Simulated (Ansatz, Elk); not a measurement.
# How far do independent atoms describe CaAl2Pb2?

Structure refinements treat a crystal as free atoms side by side. For a made-up structure of CaAl2Pb2 (cell and positions from a PBE relaxation) the runs below show what the calculated density changes in F(hkl).

Program: Elk 11.2.3 (patched build). Level of theory: DFT, PBE, all-electron APW+lo, Dirac cores, scalar-relativistic bands, static density, no spin. Results are calculated unless marked as measured.

The structure was built from a prototype and need not be the compound's stable phase.

### Step 1. Set-up

It takes space group I4/mmm (No. 139, tetragonal). The conventional cell has a = 4.208 Å, b = 4.208 Å, c = 15.458 Å, α = 90.00°, β = 90.00°, γ = 90.00°. Pb has 4 Al at 2.95 Å and 4 Ca at 3.47 Å nearest. Ca has 8 Pb at 3.47 Å nearest. Al has 4 Pb at 2.95 Å and 4 Al at 2.98 Å nearest. Farther neighbours are not listed.

### Step 2. Ground state and structure factors

An all-electron density is needed, since X-rays see the cores too. Task 0 finds the density and task 195 Fourier-transforms it; tshift is off so that phases refer to the origin typed.

File elk.in:

```
tasks
  0
  195

xctype
  20

spinpol
  .false.

rgkmax
  7.0

gmaxvr
  14.0

lmaxo
  7

lmaxapw
  8

swidth
  0.002

tshift
  .false.

ramdisk
  .false.

hmaxvr
  5.5

maxscl
  120

epspot
  1e-06

sppath
  './'

avec
  -3.97564321878 3.97564321878 14.60522801025
  3.97564321878 -3.97564321878 14.60522801025
  3.97564321878 3.97564321878 -14.60522801025

atoms
  3
  'Pb.in'
  2
  0.6158997005 0.6158997005 0.0000000000   0.000000 0.000000 0.000000
  0.3841002995 0.3841002995 -0.0000000000   0.000000 0.000000 0.000000
  'Ca.in'
  1
  0.0000000000 0.0000000000 -0.0000000000   0.000000 0.000000 0.000000
  'Al.in'
  2
  0.7500000000 0.2500000000 0.5000000000   0.000000 0.000000 0.000000
  0.2500000000 0.7500000000 0.5000000000   0.000000 0.000000 0.000000

ngridk
  8 8 8
```

Launch:

```sh
$ OMP_NUM_THREADS=4 elk
```

Numbers of over 12 decimals in the logs are rounded to 6 here.

Output:

```text
┌─────────────────────────┐
│ Elk code version 11.2.3 │
└─────────────────────────┘

All units are atomic (Hartree, Bohr, etc.)

┌─────────────────────────────────────────────────┐
│ Ground-state run starting from atomic densities │
└─────────────────────────────────────────────────┘

Lattice vectors :
  -3.975643219       3.975643219       14.60522801
   3.975643219      -3.975643219       14.60522801
   3.975643219       3.975643219      -14.60522801

Reciprocal lattice vectors :
 -0.7435798385E-17  0.7902099058      0.2151005552
  0.7902099058     -0.7435798385E-17  0.2151005552
  0.7902099058      0.7902099058      0.1148346710E-17

Unit cell volume      :    923.3856880
Brillouin zone volume :   0.2686312087

Muffin-tin inner radius fraction :   0.1000000000E-01

Nuclei treated as point charges

Species : 1 (Pb)
 parameters loaded from : Pb.in
 name : lead
 nuclear charge    :   -82.00000000
 electronic charge :    82.00000000
 atomic mass :    377702.4943
 muffin-tin radius :    2.800000000
 number of radial points in muffin-tin :   1393
 inner part over the whole radius :   0.9993555083E-02
 number on inner part of muffin-tin    :   1001
 approximate nuclear radius :   0.1047603524E-03
 number of mesh points to nuclear radius :    525
 atomic positions (lattice), magnetic fields (Cartesian) :
  1 :  -0.38410030 -0.38410030  0.00000000    0.00000000  0.00000000  0.00000000
  2 :   0.38410030  0.38410030  0.00000000    0.00000000  0.00000000  0.00000000

Species : 2 (Ca)
 parameters loaded from : Ca.in
 name : calcium
 nuclear charge    :   -20.00000000
 electronic charge :    20.00000000
 atomic mass :    73057.72475
 muffin-tin radius :    2.400000000
 number of radial points in muffin-tin :    993
 inner part over the whole radius :   0.9970789793E-02
 number on inner part of muffin-tin    :    698
 approximate nuclear radius :   0.6614485811E-04
 number of mesh points to nuclear radius :    321
 atomic positions (lattice), magnetic fields (Cartesian) :
  1 :   0.00000000  0.00000000  0.00000000    0.00000000  0.00000000  0.00000000

Species : 3 (Al)
 parameters loaded from : Al.in
 name : aluminium
 nuclear charge    :   -13.00000000
 electronic charge :    13.00000000
 atomic mass :    49184.33496
 muffin-tin radius :    2.200000000
 number of radial points in muffin-tin :    793
 inner part over the whole radius :   0.9821194981E-02
 number on inner part of muffin-tin    :    552
 approximate nuclear radius :   0.5839653600E-04
 number of mesh points to nuclear radius :    244
 atomic positions (lattice), magnetic fields (Cartesian) :
  1 :  -0.25000000  0.25000000  0.50000000    0.00000000  0.00000000  0.00000000
  2 :   0.25000000 -0.25000000  0.50000000    0.00000000  0.00000000  0.00000000

Total number of atoms per unit cell :    5
Total muffin-tin volume :    331.0149571
 ratio of muffin-tin to unit cell volume :   0.3584796271

Spin treatment :
 spin-unpolarised

Number of Bravais lattice symmetries :   16
Number of crystal symmetries         :   16
Crystal has inversion symmetry
Real symmetric eigensolver will be used

k-point grid :      8     8     8
k-point offset :    0.000000000       0.000000000       0.000000000
k-point set is reduced with full crystal symmetry group
Total number of k-points :       59

Muffin-tin radius times maximum |G+k| :    7.000000000
 using average radius
Maximum |G+k| for APW functions       :    2.822580645
Maximum (1/2)|G+k|²                   :    3.983480749
Maximum |G| for potential and density :    14.00000000
Constant for pseudocharge density :   10
 order of it for each species :   17  17  17
 order of it for pair densities of each species (exact exchange by exxq0 0: 18) :   12   9   6
Radial integration step length :    1

G-vector grid sizes :     70    70    70
Number of G-vectors :    42713

Maximum angular momentum used for
 APW functions            :    8
 outer part of muffin-tin :    7
 inner part of muffin-tin :    2

Total nuclear charge    :   -210.0000000
[...]
total energy                :     -43025.282939784

Density of states at Fermi energy :    66.12363515
 (states/Hartree/unit cell)

Estimated indirect band gap :   0.5781942346E-03
 from k-point 52 to k-point 33
Estimated direct band gap   :   0.6257739952E-02
 at k-point 50

Charges :
 core                        :    154.0000000
 valence                     :    56.00000000
 interstitial                :    8.643101626
 muffin-tins (core leakage)
  species : 1 (Pb)
   atom 1                    :    80.45744638     (  0.1259687383E-02)
[...]
species : 2 (Ca)
[...]
species : 3 (Al)
[...]
total in muffin-tins        :    201.3568984
 total calculated charge     :    209.9963382
 total charge                :    210.0000000
 error                       :   0.3661815708E-02

RMS change in Kohn-Sham potential (target) :   0.3877288526     (  0.1000000000E-05)
Absolute change in total energy (target)   :   0.9989267279     (  0.1000000000E-03)

[... loops 3 to 14 left out ...]

┌──────────────────┐
│ Loop number : 15 │
└──────────────────┘

Energies :
 Fermi                       :     0.204010
 sum of occupied eigenvalues :     -26550.775914773
 electron kinetic            :      49912.562221188
 core electron kinetic       :      49483.762709209
 Coulomb                     :     -92081.847275880
 Coulomb potential           :     -75346.652165310
 nuclear-nuclear             :     -2950.1879640554
 electron-nuclear            :     -102958.20427618
 Hartree                     :      13826.544964360
 Madelung                    :     -54408.521193225
 xc potential                :     -1116.6859706515
 exchange                    :     -842.14197730505
 correlation                 :     -11.934862657151
 electron entropic           :    -0.81272812172067E-03
 total energy                :     -43023.362707382

Density of states at Fermi energy :    60.86894794
 (states/Hartree/unit cell)

Estimated indirect band gap :   0.1217702154E-02
 from k-point 26 to k-point 18
Estimated direct band gap   :   0.6429330028E-02
 at k-point 50

Charges :
 core                        :    154.0000000
 valence                     :    56.00000000
 interstitial                :    8.569876901
 muffin-tins (core leakage)
  species : 1 (Pb)
[...]
species : 2 (Ca)
[...]
species : 3 (Al)
[...]
total in muffin-tins        :    201.4301231
 total calculated charge     :    209.9964918
 total charge                :    210.0000000
 error                       :   0.3508188572E-02

RMS change in Kohn-Sham potential (target) :   0.1139592698E-06 (  0.1000000000E-05)
Absolute change in total energy (target)   :   0.8070871991E-04 (  0.1000000000E-03)

Convergence targets achieved

┌──────────────────┐
│ Loop number : 16 │
└──────────────────┘

Energies :
 Fermi                       :     0.204010
 sum of occupied eigenvalues :     -26550.775905939
 electron kinetic            :      49912.562227180
 core electron kinetic       :      49483.762714740
 Coulomb                     :     -92081.847277332
 Coulomb potential           :     -75346.652167376
 nuclear-nuclear             :     -2950.1879640554
 electron-nuclear            :     -102958.20427640
 Hartree                     :      13826.544963126
 Madelung                    :     -54408.521193644
 xc potential                :     -1116.6859657436
 exchange                    :     -842.14197730987
 correlation                 :     -11.934862659602
 electron entropic           :    -0.81272824432094E-03
 total energy                :     -43023.362702849

Density of states at Fermi energy :    60.86895905
 (states/Hartree/unit cell)

Estimated indirect band gap :   0.1217708336E-02
 from k-point 26 to k-point 18
Estimated direct band gap   :   0.6429327418E-02
 at k-point 50

Charges :
 core                        :    154.0000000
 valence                     :    56.00000000
 interstitial                :    8.569876805
 muffin-tins (core leakage)
  species : 1 (Pb)
[...]
species : 2 (Ca)
   atom 1                    :    18.10703089     ( -0.1988614624E-06)
  species : 3 (Al)
   atom 1                    :    11.12009695     (  0.4615598419E-03)
   atom 2                    :    11.12009695     (  0.4615598419E-03)
 total in muffin-tins        :    201.4301232
 total calculated charge     :    209.9964918
 total charge                :    210.0000000
 error                       :   0.3508188551E-02

┌──────────────────────────────┐
│ Self-consistent loop stopped │
└──────────────────────────────┘

Warning : core states of species 1 leak from the muffin-tin :   0.1204420063E-02

Warning : core states of species 3 leak from the muffin-tin :   0.4615598419E-03

Wrote STATE.OUT
```

Elapsed: 64 s, on 4 threads of Arm Neoverse V2, shared host; peak memory 0.31 GiB; 3.1 min of CPU time.

SFACRHO.OUT:

```text

h k l indices transformed by vhmat matrix:
   1.000000000       0.000000000       0.000000000    
   0.000000000       1.000000000       0.000000000    
   0.000000000       0.000000000       1.000000000    

      h      k      l  multipl.   |H|            Re(F)            Im(F)           |F|

      0      0      0      1   0.0000000       210.00000     -0.19296972E-16   210.00000    
     -1     -1      1      2  0.43020111       12.567159      0.24594570E-14   12.567159    
      0      1     -1      8  0.81896272      -96.593510      -0.0000000       96.593510    
      2      2     -2      2  0.86040222      -109.04839      0.46787420E-14   109.04839    
      1      2     -1      8   1.0202186       100.15892      -0.0000000       100.15892    
      1     -1      0      4   1.1175256       139.95473     -0.90685034E-16   139.95473    
      1      1     -2      8   1.1974708       50.028370      0.17424161E-13   50.028370    
      3      3     -3      2   1.2906033      -51.039365     -0.97109079E-14   51.039365    
      2      3     -3      8   1.3345928       136.10817      -0.0000000       136.10817    
     -3     -1      2      8   1.4103742      -137.07647      0.83096332E-14   137.07647    
     -1      1     -1      4   1.5804198       163.11069      0.21915060E-14   163.11069    
     -2      0      0      8   1.6379254       11.283213      0.96056336E-17   11.283213    
      3      4     -3      8   1.7004634      -35.829115      -0.0000000       35.829115    
     -3     -3      4      8   1.7071966      -14.220852     -0.23113687E-13   14.220852    
      4      4     -4      2   1.7208044       145.52502      0.82261994E-14   145.52502    
      1     -2      1     16   1.7800075      -83.092363      -0.0000000       83.092363    
      3      1     -3      8   1.7994496      -95.658941      0.13417041E-13   95.658941    
      0     -3      1     16   1.8811094       84.599531      -0.0000000       84.599531
```

Elk indexes on the primitive cell of elk.in and gives |H| = 4π sin θ/λ in inverse bohr. Below, one row stands for each form hkl of the conventional cell (m members, Friedel mates merged), F is for one primitive cell and the density is static (no thermal factor). Free-atom factors are Waasmaier and Kirfel's, and R is Σm||F|−|F'||/Σm|F|.

| hkl | m | sin θ/λ (Å⁻¹) | abs F, DFT | neutral atoms | diff. |
| --- | --- | --- | --- | --- | --- |
| 002 | 2 | 0.065 | 12.567 | 12.615 | -0.048 |
| 101 | 8 | 0.123 | 96.594 | 96.623 | -0.029 |
| 004 | 2 | 0.129 | 109.048 | 109.341 | -0.293 |
| 103 | 8 | 0.153 | 100.159 | 100.139 | +0.020 |
| 110 | 4 | 0.168 | 139.955 | 140.104 | -0.149 |
| 112 | 8 | 0.180 | 50.028 | 50.073 | -0.045 |
| 006 | 2 | 0.194 | 51.039 | 51.145 | -0.106 |
| 105 | 8 | 0.201 | 136.108 | 136.261 | -0.153 |
| 114 | 8 | 0.212 | 137.077 | 137.511 | -0.434 |
| 200 | 4 | 0.238 | 163.111 | 163.527 | -0.416 |
| 202 | 8 | 0.246 | 11.283 | 11.057 | +0.226 |
| 107 | 8 | 0.256 | 35.829 | 36.085 | -0.256 |
| 116 | 8 | 0.257 | 14.221 | 14.182 | +0.039 |
| 008 | 2 | 0.259 | 145.525 | 145.788 | -0.263 |
| 211 | 16 | 0.268 | 83.092 | 83.251 | -0.159 |
| 204 | 8 | 0.271 | 95.659 | 95.664 | -0.005 |
| 213 | 16 | 0.283 | 84.600 | 84.691 | -0.091 |
| 206 | 8 | 0.307 | 45.145 | 45.220 | -0.075 |
| 118 | 8 | 0.309 | 105.569 | 105.553 | +0.016 |
| 215 | 16 | 0.311 | 118.433 | 118.357 | +0.076 |
| 109 | 8 | 0.314 | 105.494 | 105.512 | -0.018 |
| 0 0 10 | 2 | 0.324 | 60.891 | 60.882 | +0.010 |

### Step 3. The highest occupied states alone

An energy window below the Fermi level keeps the highest occupied states, to see at which angles they scatter; shallow core shells can lie inside it and anion s states outside. No new self-consistency is needed.

Changes to elk.in since step 2:

```diff
@@ -1,3 +1,2 @@
 tasks
-  0
   195
@@ -40,2 +39,5 @@
 
+wsfac
+  -0.163480 0.504010
+
 sppath
```

Launch:

```sh
$ OMP_NUM_THREADS=4 elk
```

Output:

```text
┌─────────────────────────────────┐
│ Elk code version 11.2.3 started │
└─────────────────────────────────┘

Info(readinput): the functional depends on the density's gradient
 muffin-tin radial points multiplied by    2.00000
 (not where nrmtscf is given)

┌────────────────────┐
│ Current task : 195 │
└────────────────────┘

Info(sfacrho): density structure factors written to SFACRHO.OUT

 Energy window :  -0.1634800000      0.5040100000

┌──────────────────┐
│ Elk code stopped │
└──────────────────┘
```

Elapsed: 18 s, on 4 threads; peak memory 0.2 GiB; 22 s of CPU time.

States within 10 eV below the Fermi level hold 15.48 electrons; any levels below the window count with the cores, and a count that is not whole means the window cuts a band. Their amplitudes can exceed the total, where window and core parts have opposite phase:

| hkl | sin θ/λ (Å⁻¹) | abs F, window | abs F, all |
| --- | --- | --- | --- |
| 002 | 0.065 | 2.546 | 12.567 |
| 101 | 0.123 | 2.036 | 96.594 |
| 004 | 0.129 | 0.367 | 109.048 |
| 103 | 0.153 | 0.979 | 100.159 |
| 110 | 0.168 | 0.254 | 139.955 |
| 112 | 0.180 | 0.679 | 50.028 |
| 006 | 0.194 | 0.671 | 51.039 |
| 105 | 0.201 | 0.334 | 136.108 |
| 114 | 0.212 | 0.173 | 137.077 |
| 200 | 0.238 | 0.329 | 163.111 |

### Step 4. Another functional

The difference from free atoms is small, so it is set against the change that LDA (Perdew-Wang) makes.

Changes to elk.in since step 3:

```diff
@@ -1,2 +1,3 @@
 tasks
+  0
   195
@@ -4,3 +5,3 @@
 xctype
-  20
+  3
 
@@ -39,5 +40,2 @@
 
-wsfac
-  -0.163480 0.504010
-
 sppath
```

Launch:

```sh
$ OMP_NUM_THREADS=4 elk
```

Output:

```text
┌─────────────────────────┐
│ Elk code version 11.2.3 │
└─────────────────────────┘

All units are atomic (Hartree, Bohr, etc.)

┌─────────────────────────────────────────────────┐
│ Ground-state run starting from atomic densities │
└─────────────────────────────────────────────────┘

Lattice vectors :
  -3.975643219       3.975643219       14.60522801
   3.975643219      -3.975643219       14.60522801
   3.975643219       3.975643219      -14.60522801

Reciprocal lattice vectors :
 -0.7435798385E-17  0.7902099058      0.2151005552
[...]
species : 3 (Al)
   atom 1                    :    11.13535269     (  0.4882911320E-03)
   atom 2                    :    11.13535269     (  0.4882911320E-03)
 total in muffin-tins        :    201.5098619
 total calculated charge     :    209.9964227
 total charge                :    210.0000000
 error                       :   0.3577255480E-02

┌──────────────────────────────┐
│ Self-consistent loop stopped │
└──────────────────────────────┘

Warning : core states of species 1 leak from the muffin-tin :   0.1210188792E-02

Warning : core states of species 3 leak from the muffin-tin :   0.4882911320E-03

Wrote STATE.OUT
[key lines of the parts left out:]
total energy                :     -42997.427468228
```

Elapsed: 43 s, on 4 threads; peak memory 0.27 GiB; 2.2 min of CPU time.

Against the first run R = 0.02 %; the largest change is -0.052 at 220.

### Step 5. Basis size

The basis and the expansions that go with it are enlarged, to see whether the differences are converged.

Changes to elk.in since step 4:

```diff
@@ -5,3 +5,3 @@
 xctype
-  3
+  20
 
@@ -11,12 +11,12 @@
 rgkmax
-  7.0
+  8.5
 
 gmaxvr
-  14.0
+  18.0
 
 lmaxo
-  7
+  9
 
 lmaxapw
-  8
+  10
```

Launch:

```sh
$ OMP_NUM_THREADS=4 elk
```

Output:

```text
┌─────────────────────────┐
│ Elk code version 11.2.3 │
└─────────────────────────┘

All units are atomic (Hartree, Bohr, etc.)

┌─────────────────────────────────────────────────┐
│ Ground-state run starting from atomic densities │
└─────────────────────────────────────────────────┘

Lattice vectors :
  -3.975643219       3.975643219       14.60522801
   3.975643219      -3.975643219       14.60522801
   3.975643219       3.975643219      -14.60522801

Reciprocal lattice vectors :
 -0.7435798385E-17  0.7902099058      0.2151005552
[...]
species : 3 (Al)
   atom 1                    :    11.12107615     (  0.4614340962E-03)
   atom 2                    :    11.12107615     (  0.4614340962E-03)
 total in muffin-tins        :    201.4412441
 total calculated charge     :    209.9966981
 total charge                :    210.0000000
 error                       :   0.3301923157E-02

┌──────────────────────────────┐
│ Self-consistent loop stopped │
└──────────────────────────────┘

Warning : core states of species 1 leak from the muffin-tin :   0.1204484405E-02

Warning : core states of species 3 leak from the muffin-tin :   0.4614340962E-03

Wrote STATE.OUT
[key lines of the parts left out:]
total energy                :     -43023.374313893
```

It took 3 min on 4 threads; peak memory 0.64 GiB.

Against the first run R = 0.00 %; the largest change is -0.005 at 305.

### Step 6. Settings against the effect

| run | R against the first run (%) | R against neutral atoms, low angle (%) | wall time |
| --- | --- | --- | --- |
| PBE, rgkmax 7 | 0.00 | 0.17 | 64 s |
| LDA (Perdew-Wang) | 0.02 | 0.18 | 43 s |
| rgkmax 8.5 with larger expansions | 0.00 | 0.17 | 3 min |

### Step 7. Outcome

```
R against neutral atoms, sin θ/λ < 0.3 Å⁻¹ : 0.17 %
R against neutral atoms, 0.3 to 0.70 Å⁻¹   : 0.04 %
```

Independent neutral atoms miss the calculated amplitudes by R = 0.17 % below 0.3 Å⁻¹ and 0.04 % from there to 0.70 Å⁻¹; by shells, 0.09 % below 0.15 Å⁻¹ (3 forms), 0.18 % 0.15 to 0.3 (14 forms), 0.03 % 0.3 to 0.45 (30 forms), 0.04 % above 0.45 (102 forms). Bonding, aspherical density and the tables' own atoms all enter these figures, and the runs don't part them. The largest change of an amplitude is -0.43 electrons, at 114. The window's part falls from 15.5 electrons at the origin to at most 0.26 between 0.45 and 0.70 Å⁻¹. Below 0.3 Å⁻¹ the changes that finished (LDA (Perdew-Wang) and rgkmax 8.5 with larger expansions) move F by R = 0.02 % at most, against the 0.17 % that separates it from free atoms. The k-mesh has no finished test. Spin-orbit coupling is left out, which can matter for elements this heavy. Part of the difference isn't bonding: the tables are fits to free atoms and ions calculated by other methods than this functional. Thermal motion, anomalous dispersion and extinction are left out.

[Logs are printed without paths, hosts, clocks, repeated set-up lines and the standing remarks that a program may print on its own settings, such as how far it seeks lower states.]

[Hosts, paths, dates, database ids (printed as entryN), source tags and the programs' standing remarks are cut or masked in the printed files.]
